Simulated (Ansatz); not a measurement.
# Elastic response of random rock-salt alloy of NbC and TiC (64 atoms), part 3 of 3

How stiff is random rock-salt alloy of NbC and TiC (64 atoms)?

Ansatz 0.2.0; Kohn-Sham DFT, PBE, PAW (set soft_1), plane waves.

So far. Step 7 (Volume -6 %): The relaxation converged after 2 steps, 0.0138 eV below its start, with a largest force component of 0.049 eV/Å. Step 7 (Volume -6 %): Volume -6 %: the energy stands 2.28 eV above that of the reference, at a pressure of 18.9 GPa.

## 8. Volume +6 %

The relaxed cell is scaled to another volume.

Input and log are left out; they have the form of those shown for this kind of step.

It took 31 s on 8 threads of INTEL XEON PLATINUM 8581C at 2.10GHz (Emerald Rapids), shared host; peak memory 8.2 GiB; 3.7 min of CPU time.

The relaxation converged after 2 steps, 0.0128 eV below its start, with a largest force component of 0.043 eV/Å.

Volume +6 %: the energy stands 1.85 eV above that of the reference, at a pressure of -13.9 GPa.

## 9. Volume -10 %

The relaxed cell is scaled to another volume.

Input and log are left out; they have the form of those shown for this kind of step.

Wall time 36 s (8 threads of INTEL XEON PLATINUM 8581C at 2.10GHz (Emerald Rapids), shared host); peak memory 7.2 GiB; 4.4 min of CPU time.

The relaxation converged after 3 steps, 0.0465 eV below its start, with a largest force component of 0.035 eV/Å.

Volume -10 %: the energy stands 6.80 eV above that of the reference, at a pressure of 35.0 GPa.

## 10. Stretched by 1 % along x

The relaxed cell is strained along x alone, which gives the stiffness along x and its coupling to y and z.

File input.yaml:

```yaml
crystal:
  lattice:
    - [8.87762, -0.00034, 0.00209]
    - [-0.00034, 8.79586, -0.00063]
    - [0.00211, -0.00063, 8.78724]
  atoms:
    [... the 64 atom lines of step 4 ...]
kpoints:
  mp_grid: { grid: [2, 2, 2] }
hamiltonian:
  xc: pbe
  pseudopotentials: { kind: paw, azcp: { folder: soft_1 } }
scf:
  occupations: { method: fermi_dirac, width: 0.05 }
output:
  forces: true
  eigenvalues: true
  stress: true
relax:
  f_tol: 0.05
  max_steps: 70
```

Run with:

```sh
ansatz run input.yaml --threads 8 --pin off --max-ram 15872MiB --backend cpu --events-out ev --progress --plain --runs-dir out
```

Numbers of over 12 decimals in the logs are rounded to 6 here.

The program printed:

```text
[...]
Crystal: 64 atoms, lattice volume = 686.163 Å³
Basis set: ecut = 420 eV, 13405 PW (Γ), exchange–correlation on 120×120×120 points (8 copies of the dense FFT grid, shifted against one another)
Bands: 326, of which v1, the nominal top of the filled ones, is band 262 counted from 1 (261 counted from 0)
Symmetry: 1 space group operations
[...]
k-points: 8
[...]
SCF iter   1: F=—  HF=-112755.008891 eV  |F-HF|=—  |Δ(HF+E_count)|=         —  Δρ=1.52e-1  dr2=2.55e2  ethr=3.10e-3  ⟨swp⟩=4.0  Hψ=7751  notcnv=0
[...]
SCF iter   7: F=—  HF=-112698.514582 eV  |F-HF|=—  |Δ(HF+E_count)|=   1.74e-4  Δρ=1.05e-4  dr2=1.30e-4  ethr=2.72e-7  ⟨swp⟩=2.0  Hψ=3144  notcnv=0  defer=194
SCF iter   8: F=-112698.514564 eV  HF=-112698.514565 eV  |F-HF|=1.37e-6  |Δ(HF+E_count)|=   1.66e-5  Δρ=1.84e-5  dr2=2.53e-6  ethr=1.19e-8  ⟨swp⟩=11.2  Hψ=12740  notcnv=0
SCF 1 converged in 8 iterations: F = -112698.514564 eV  dr2 = 2.53e-6
[...]
relax step   1: F+E_penalty+E_count = -112698.51456392 eV  Δ(F+E_penalty+E_count) = +0.000e0 eV  max|allowed force component| = 8.235e-2 eV/Å  Δτ_max = 0.0000 Å  (8 SCF iters, dr2 threshold 6.25e-5 eV, accepted)
[...]
relax step   2: F+E_penalty+E_count = -112698.51876440 eV  Δ(F+E_penalty+E_count) = -4.200e-3 eV  max|allowed force component| = 6.448e-2 eV/Å  Δτ_max = 0.0060 Å  (6 SCF iters, accepted)
[...]
relax step   3: F+E_penalty+E_count = -112698.52086968 eV  Δ(F+E_penalty+E_count) = -2.105e-3 eV  max|allowed force component| = 2.138e-2 eV/Å  Δτ_max = 0.0085 Å  (6 SCF iters, accepted)
SCF converged after 6 iterations
Free energy (F): -112698.520870 eV
[...]
Internal energy: -112698.195918 eV  (E = F + TS)
E sigma→0 (E₀):  -112698.358394 eV
Entropy (-TS):   -0.324952 eV (-5.077 meV/atom)
Fermi energy:    16.381443 eV
[...]
Σ components = -112698.520870   (vs F -112698.520870, Δ=0.00e0)
--- Forces (eV/Å), atoms counted from 1 ---
  atom   1  Ti     0.00114088    -0.00514091     0.00594530
  atom   2  C     -0.00238688    -0.00181043     0.00133588
  atom   3  Nb    -0.00119065    -0.00487901     0.00179812
  atom   4  C      0.00569933     0.00253132    -0.00595465
[...]
atom  64  C      0.01333007     0.01419542     0.00219707
  max |Σ_I F_I| component: 2.37e-5 eV/Å
--- Stress (GPa, compression-positive) ---
       -4.205562      -0.002844      -0.006726
       -0.002844      -1.609908      -0.001830
       -0.006726      -0.001830      -1.782030
  P = ⅓ Tr σ = -2.5325 GPa (-25.325 kbar)
--- Band table (eV; the first three rows and the last of 8) ---
[...]
--- Relaxed structure (3 steps of the walk, 3 accepted, 0 SCFs on fresh bases) ---
  F+E_penalty+E_count = -112698.52086968 eV   max|allowed force component| = 2.138e-2 eV/Å
  atoms:
    - { symbol: Ti, position: [0.00161575, 0.999387, 0.997093] }
    - { symbol: C, position: [0.250127, 0.00258837, -0.000103016] }
    - { symbol: Nb, position: [0.0010469, 0.248063, 0.249226] }
    - { symbol: C, position: [0.251343, 0.251463, 0.248249] }
[...]
- { symbol: C, position: [0.503436, 0.753335, 0.499720] }
```

It took 41 s on 8 threads of INTEL XEON PLATINUM 8581C at 2.10GHz (Emerald Rapids), shared host; peak memory 7.9 GiB; 5 min of CPU time.

The relaxation converged after 3 steps, 0.00631 eV below its start, with a largest force component of 0.021 eV/Å.

Stretched by 1 % along x: the energy stands 0.0892 eV above that of the reference, at a pressure of -2.53 GPa.

## 11. Pressure against volume

Atoms are relaxed at each volume, in the scaled cell.

```
volume change (%)  volume (Å³/atom)  energy change (meV/atom)  pressure (GPa)  largest move on relaxing (Å)  bonds
              -10             9.554                    106.19           35.03                          0.02    192
               -6             9.978                     35.59           18.88                          0.01    192
               -3            10.297                      8.46            8.73                          0.00    192
               +0            10.615                      0.00            0.01                             -    192
               +3            10.934                      7.59           -7.45                          0.00    192
               +6            11.252                     28.89          -13.86                          0.01    192
```

## 12. Uniaxial strain and shear

Stress (GPa, compression positive) less that of the relaxed cell, atoms relaxed:

| strain | xx | yy | zz | xy | energy change (meV/atom) |
| --- | --- | --- | --- | --- | --- |
| stretched by 1 % along x | -4.245 | -1.590 | -1.806 | -0.014 | 1.39 |

## 13. Outcome

The bulk modulus, from the slope of pressure against ln V over the three points nearest the relaxed volume, is 270 GPa; a quadratic over all points gives a pressure derivative of about 4.3.

**Limits.** Strains are finite and relaxations stop at the force tolerance of the input, which can leave moduli too stiff; they are those of a static cell at zero temperature. Volumes are changed with the cell's shape held, so in an anisotropic solid the modulus lies over the one under free hydrostatic load. The program notes that the SCF threshold of the relaxations is loose for the stress. The host structure and its lattice constant were typed by rule, without a check against the phase diagram.

The DFT runs together took 4.7 min of wall time.

[Logs are printed without paths, hosts, clocks, repeated set-up lines and the standing remarks that a program may print on its own settings, such as how far it seeks lower states.]

[Hosts, paths, dates, database ids (printed as entryN), source tags and the programs' standing remarks are cut or masked in the printed files.]
